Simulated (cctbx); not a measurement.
## Lattice, Laue class and space group of a new crystal

Cell: a = 7.9010 Å, b = 10.5210 Å, c = 10.2120 Å, α = 90.00°, β = 110.85°, γ = 90.00°. Expected content of the cell: Cs4 P8 Al4 Na8.

Simulated single-crystal data (cctbx): Cu Kα, λ = 1.54184 Å, to d = 0.8 Å, 80 % of the full sphere, strongest reflection 70000 counts, noise from counting, a 3 % proportional error and a noise floor of 4 counts (s.d.); no absorption, some extinction.

Tests on the unmerged data give:

```text
5216 reflections to d = 0.800 A
centring   violations  <I/sigma> of those
    A       2339 of  2598     20.8
    B       2412 of  2601     21.8
    C       2415 of  2631     21.6
    I       2383 of  2585     21.7
    R       3217 of  3473     21.7
    F       3583 of  3915     21.4
Laue class    unique    Rint  (classes that these axes allow; Friedel mates merged)
P -1             3123   0.019
P 1 2/m 1        1708   0.022
space group    extra absences  I>4sigma  <I/sigma>
P 1 2 1                 0          0         -  acentric
P 1 21 1               11          0       0.1  acentric
P 1 m 1                 0          0         -  acentric
P 1 c 1               144          0      -0.1  acentric
P 1 2/m 1               0          0         -  centric
P 1 21/m 1             11          0       0.1  centric
P 1 2/c 1             144          0      -0.1  centric
P 1 21/c 1            155          0      -0.1  centric
Wilson B = 0.40 A^2   <|E^2-1|> = 0.886 (0.968 centric, 0.736 acentric)   E^2>4: 2.7 %
shell (A)         n   <I/sigma>
10.52 - 1.60    228     35.2
 1.60 - 1.27    215     35.6
 1.27 - 1.11    210     34.0
 1.11 - 1.01    215     35.4
 1.01 - 0.94    206     34.1
 0.94 - 0.88    208     31.5
 0.88 - 0.84    221     33.1
 0.84 - 0.80    205     31.4
```

**Question.** What are the lattice type, the Laue class and the likely space group?

Every centring test has many violations, so the lattice is primitive.

Rint stays low (0.019 to 0.022) up to P 1 2/m 1, the highest class in these axes.

8 settings pass the absence test. The most absences obeyed, 155, belong to P 1 21/c 1 alone.

⟨|E²−1|⟩ = 0.886 leans to a centrosymmetric structure. The Wilson B of 0.40 Å² means U ≈ 0.0051 Å².

The true group is P2_1/c (no. 14), Laue class 2/m, centrosymmetric. The tables fix it.

The model is made up (kin elements in a known structure type, no relaxation), so it says nothing on whether the phase exists.

[Logs are printed without paths, hosts, clocks, repeated set-up lines and the standing remarks that a program may print on its own settings, such as how far it seeks lower states.]
